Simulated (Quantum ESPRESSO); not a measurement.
# Optical response of MgS (Niningerite), part 2 of 3

Aim: the dielectric function of MgS (Niningerite), and the optical constants that follow from it.

Quantum ESPRESSO 7.5; DFT, PBE, plane waves with norm-conserving potentials (PseudoDojo), scalar-relativistic, independent-particle optical response without local fields and without the non-local commutator.

So far. Step 2 (Ground state): There is a gap, 3.00 eV on this mesh (points off the mesh can give less), so no carriers' term is needed.

### Step 3. Ground state with the final occupations

Level of this step: DFT, PBE, plane waves with norm-conserving potentials (PseudoDojo), scalar-relativistic, ground state (Quantum ESPRESSO).

With the gap or the metal settled, the ground state is repeated with the fitting occupations, and the later steps take its density.

scf.in reads:

```
&control
  calculation = 'scf'
  prefix = 'x'
  outdir = './tmp'
  pseudo_dir = './'
  verbosity = 'high'
/
&system
  ibrav = 0
  nat = 2
  ntyp = 2
  ecutwfc = 90
  occupations = 'fixed'
/
&electrons
  conv_thr = 1e-09
  electron_maxstep = 100
/
ATOMIC_SPECIES
  S 1.0 S.upf
  Mg 1.0 Mg.upf
CELL_PARAMETERS angstrom
  0.000000000000 2.601650000000 2.601650000000
  2.601650000000 0.000000000000 2.601650000000
  2.601650000000 2.601650000000 0.000000000000
ATOMIC_POSITIONS crystal
  S 0.500000000000 0.500000000000 0.500000000000
  Mg 0.000000000000 0.000000000000 0.000000000000
K_POINTS automatic
  7 7 7 0 0 0
```

Launch:

```console
mpirun -n 4 pw.x -nk 4 -in scf.in
```

Log:

```text
[banner, memory and clock lines left out]

     using ibrav=0 with symmetry is DISCOURAGED, use correct ibrav instead

     G-vector sticks info

     bravais-lattice index     =            0
     lattice parameter (alat)  =       6.9528  a.u.
     unit-cell volume          =     237.6694 (a.u.)^3
     number of atoms/cell      =            2
     number of atomic types    =            2
     number of electrons       =        16.00
     number of Kohn-Sham states=            8
     kinetic-energy cutoff     =      90.0000  Ry
     charge density cutoff     =     360.0000  Ry
     scf convergence threshold =      1.0E-09
     mixing beta               =       0.7000
     number of iterations used =            8  plain     mixing
     Exchange-correlation= PBE
                           (   1   4   3   4   0   0   0)

     celldm(1)=   6.952848  celldm(2)=   0.000000  celldm(3)=   0.000000
     celldm(4)=   0.000000  celldm(5)=   0.000000  celldm(6)=   0.000000

     crystal axes: (cart. coord. in units of alat)
               a(1) = (   0.000000   0.707107   0.707107 )
               a(2) = (   0.707107   0.000000   0.707107 )
               a(3) = (   0.707107   0.707107   0.000000 )

     reciprocal axes: (cart. coord. in units 2 pi/alat)
               b(1) = ( -0.707107  0.707107  0.707107 )
               b(2) = (  0.707107 -0.707107  0.707107 )
               b(3) = (  0.707107  0.707107 -0.707107 )

     ./S.upf
     Pseudo is Norm-conserving + core correction, Zval =  6.0
     Generated using ONCVPSP code by D. R. Hamann
     Using radial grid of 1146 points,  6 beta functions with:
                l(1) =   0
                l(2) =   0
                l(3) =   1
                l(4) =   1
                l(5) =   2
                l(6) =   2

     ./Mg.upf
     Pseudo is Norm-conserving, Zval = 10.0
     Generated using ONCVPSP code by D. R. Hamann
     Using radial grid of 1510 points,  4 beta functions with:
                l(1) =   0
                l(2) =   0
                l(3) =   1
                l(4) =   1

     atomic species   valence    mass     pseudopotential
     S                 6.00     1.00000     S ( 1.00)
     Mg               10.00     1.00000     Mg( 1.00)

     48 Sym. Ops., with inversion, found

                                    s                        frac. trans.

     [... symmetry matrices left out ...]
   Cartesian axes

     site n.     atom                  positions (alat units)
         1        S      tau(   1) = (   0.7071068   0.7071068   0.7071068  )
         2        Mg     tau(   2) = (   0.0000000   0.0000000   0.0000000  )

   Crystallographic axes

     site n.     atom                  positions (cryst. coord.)
         1        S      tau(   1) = (  0.5000000  0.5000000  0.5000000  )
         2        Mg     tau(   2) = (  0.0000000  0.0000000  0.0000000  )

     number of k points=    20
                       cart. coord. in units 2pi/alat
        k(    1) = (   0.0000000   0.0000000   0.0000000), wk =   0.0058309
        k(    2) = (   0.1010153   0.1010153  -0.1010153), wk =   0.0466472
        k(    3) = (   0.2020305   0.2020305  -0.2020305), wk =   0.0466472
        k(    4) = (   0.3030458   0.3030458  -0.3030458), wk =   0.0466472
        k(    5) = (   0.2020305  -0.0000000   0.0000000), wk =   0.0349854
        k(    6) = (   0.3030458   0.1010153  -0.1010153), wk =   0.1399417
        k(    7) = (   0.4040610   0.2020305  -0.2020305), wk =   0.1399417
        k(    8) = (  -0.2020305  -0.4040610   0.4040610), wk =   0.1399417
        k(    9) = (  -0.1010153  -0.3030458   0.3030458), wk =   0.1399417
        k(   10) = (  -0.0000000  -0.2020305   0.2020305), wk =   0.0699708
        k(   11) = (   0.4040610  -0.0000000   0.0000000), wk =   0.0349854
        k(   12) = (   0.5050763   0.1010153  -0.1010153), wk =   0.1399417
        k(   13) = (  -0.1010153  -0.5050763   0.5050763), wk =   0.1399417
        k(   14) = (   0.0000000  -0.4040610   0.4040610), wk =   0.0699708
        k(   15) = (   0.6060915  -0.0000000   0.0000000), wk =   0.0349854
        k(   16) = (  -0.0000000  -0.6060915   0.6060915), wk =   0.0699708
[...]
cryst. coord.
[...]
k(   13) = (  -0.0000000   0.2857143  -0.4285714), wk =   0.1399417
        k(   14) = (   0.0000000   0.2857143  -0.2857143), wk =   0.0699708
        k(   15) = (   0.0000000   0.4285714   0.4285714), wk =   0.0349854
        k(   16) = (   0.0000000   0.4285714  -0.4285714), wk =   0.0699708
        k(   17) = (   0.1428571   0.2857143   0.4285714), wk =   0.1399417
        k(   18) = (   0.1428571   0.2857143  -0.4285714), wk =   0.2798834
        k(   19) = (   0.1428571   0.4285714  -0.4285714), wk =   0.1399417
        k(   20) = (   0.1428571   0.4285714  -0.2857143), wk =   0.1399417

     Dense  grid:    27317 G-vectors     FFT dimensions: (  45,  45,  45)

     Initial potential from superposition of free atoms

     starting charge      15.9992, renormalised to      16.0000
     Starting wfcs are    9 randomized atomic wfcs

     Self-consistent Calculation

     iteration #  1     ecut=    90.00 Ry     beta= 0.70
     Davidson diagonalization with overlap

            53 MiB given to the printing process from OS
            22 MiB allocation reported by mallinfo(arena+hblkhd)
------------------
     ethr =  1.00E-02,  avg # of iterations =  2.0

     Threshold (ethr) on eigenvalues was too large:
     Diagonalizing with lowered threshold

     Davidson diagonalization with overlap

            54 MiB given to the printing process from OS
            25 MiB allocation reported by mallinfo(arena+hblkhd)
------------------
     ethr =  6.59E-04,  avg # of iterations =  1.4

     total energy              =    -141.04671636 Ry
     estimated scf accuracy    <       0.09669856 Ry

     iteration #  2     ecut=    90.00 Ry     beta= 0.70
     Davidson diagonalization with overlap

            63 MiB given to the printing process from OS
            30 MiB allocation reported by mallinfo(arena+hblkhd)
------------------
     ethr =  6.04E-04,  avg # of iterations =  2.0

     total energy              =    -141.07433322 Ry
     estimated scf accuracy    <       0.01626372 Ry

     iteration #  3     ecut=    90.00 Ry     beta= 0.70
     Davidson diagonalization with overlap

            64 MiB given to the printing process from OS
            31 MiB allocation reported by mallinfo(arena+hblkhd)
------------------
     ethr =  1.02E-04,  avg # of iterations =  2.0

     total energy              =    -141.07674474 Ry
     estimated scf accuracy    <       0.00038740 Ry

     iteration #  4     ecut=    90.00 Ry     beta= 0.70
     Davidson diagonalization with overlap

            65 MiB given to the printing process from OS
            31 MiB allocation reported by mallinfo(arena+hblkhd)
------------------
     ethr =  2.42E-06,  avg # of iterations =  3.0

     total energy              =    -141.07684139 Ry
     estimated scf accuracy    <       0.00009825 Ry

     iteration #  5     ecut=    90.00 Ry     beta= 0.70
     Davidson diagonalization with overlap

            66 MiB given to the printing process from OS
            32 MiB allocation reported by mallinfo(arena+hblkhd)
------------------
     ethr =  6.14E-07,  avg # of iterations =  2.0

     total energy              =    -141.07685288 Ry
     estimated scf accuracy    <       0.00000258 Ry

     iteration #  6     ecut=    90.00 Ry     beta= 0.70
     Davidson diagonalization with overlap

            67 MiB given to the printing process from OS
            33 MiB allocation reported by mallinfo(arena+hblkhd)
------------------
     ethr =  1.61E-08,  avg # of iterations =  3.2

     total energy              =    -141.07685402 Ry
     estimated scf accuracy    <       0.00000212 Ry

     iteration #  7     ecut=    90.00 Ry     beta= 0.70
     Davidson diagonalization with overlap

            67 MiB given to the printing process from OS
            34 MiB allocation reported by mallinfo(arena+hblkhd)
------------------
     ethr =  1.33E-08,  avg # of iterations =  2.0

     total energy              =    -141.07685432 Ry
     estimated scf accuracy    <       0.00000003 Ry

     iteration #  8     ecut=    90.00 Ry     beta= 0.70
     Davidson diagonalization with overlap

            69 MiB given to the printing process from OS
            35 MiB allocation reported by mallinfo(arena+hblkhd)
------------------
     ethr =  1.95E-10,  avg # of iterations =  3.2

     total energy              =    -141.07685434 Ry
     estimated scf accuracy    <       0.00000002 Ry

     iteration #  9     ecut=    90.00 Ry     beta= 0.70
     Davidson diagonalization with overlap

            70 MiB given to the printing process from OS
            36 MiB allocation reported by mallinfo(arena+hblkhd)
------------------
     ethr =  1.38E-10,  avg # of iterations =  2.0

     total energy              =    -141.07685434 Ry
     estimated scf accuracy    <          2.0E-09 Ry

     iteration # 10     ecut=    90.00 Ry     beta= 0.70
     Davidson diagonalization with overlap

            70 MiB given to the printing process from OS
            36 MiB allocation reported by mallinfo(arena+hblkhd)
------------------
     ethr =  1.22E-11,  avg # of iterations =  2.0

     End of self-consistent calculation

          k = 0.0000 0.0000 0.0000 (  3479 PWs)   bands (ev):

   -68.4086 -35.1627 -35.1627 -35.1627  -6.2972   6.3664   6.3664   6.3664

     occupation numbers
     1.0000   1.0000   1.0000   1.0000   1.0000   1.0000   1.0000   1.0000

          k = 0.1010 0.1010-0.1010 (  3434 PWs)   bands (ev):

   -68.4085 -35.1639 -35.1629 -35.1629  -6.1005   5.0768   6.2392   6.2392

     occupation numbers
     1.0000   1.0000   1.0000   1.0000   1.0000   1.0000   1.0000   1.0000

          k = 0.2020 0.2020-0.2020 (  3425 PWs)   bands (ev):

   -68.4084 -35.1667 -35.1632 -35.1632  -5.5899   3.0946   5.9859   5.9859

     occupation numbers
     1.0000   1.0000   1.0000   1.0000   1.0000   1.0000   1.0000   1.0000

          k = 0.3030 0.3030-0.3030 (  3423 PWs)   bands (ev):

   -68.4083 -35.1689 -35.1635 -35.1635  -5.0744   1.7398   5.8078   5.8078

     occupation numbers
     1.0000   1.0000   1.0000   1.0000   1.0000   1.0000   1.0000   1.0000

          k = 0.2020-0.0000 0.0000 (  3451 PWs)   bands (ev):

   -68.4085 -35.1638 -35.1632 -35.1632  -6.0364   5.1380   5.9588   5.9588

     occupation numbers
     1.0000   1.0000   1.0000   1.0000   1.0000   1.0000   1.0000   1.0000

          k = 0.3030 0.1010-0.1010 (  3438 PWs)   bands (ev):

   -68.4084 -35.1659 -35.1636 -35.1635  -5.6320   3.6694   5.6382   5.6416

     occupation numbers
     1.0000   1.0000   1.0000   1.0000   1.0000   1.0000   1.0000   1.0000

     [... further k points left out ...]

     highest occupied level (ev):     6.3664

!    total energy              =    -141.07685434 Ry
     estimated scf accuracy    <          2.6E-11 Ry

     The total energy is the sum of the following terms:
     one-electron contribution =     -86.43749917 Ry
     hartree contribution      =      44.42282765 Ry
     xc contribution           =     -22.34870631 Ry
     ewald contribution        =     -76.71347653 Ry

     convergence has been achieved in  10 iterations

     XML data file, charge density, pseudopotentials, collected wavefunctions

                                        0.00s GPU  (     185 calls)
```

Elapsed: 3.4 s, on 4 MPI ranks of Arm Neoverse V2, shared host; peak memory 0.07 GiB; 13 s of CPU time.

(Part 2 of 3 ends here.)

[Machine, clock, banner and «Message from routine» lines are left out of the logs.]

[Logs are printed without paths, hosts, clocks, repeated set-up lines and the standing remarks that a program may print on its own settings, such as how far it seeks lower states.]

[Hosts, paths, dates, database ids (printed as entryN), source tags and the programs' standing remarks are cut or masked in the printed files.]
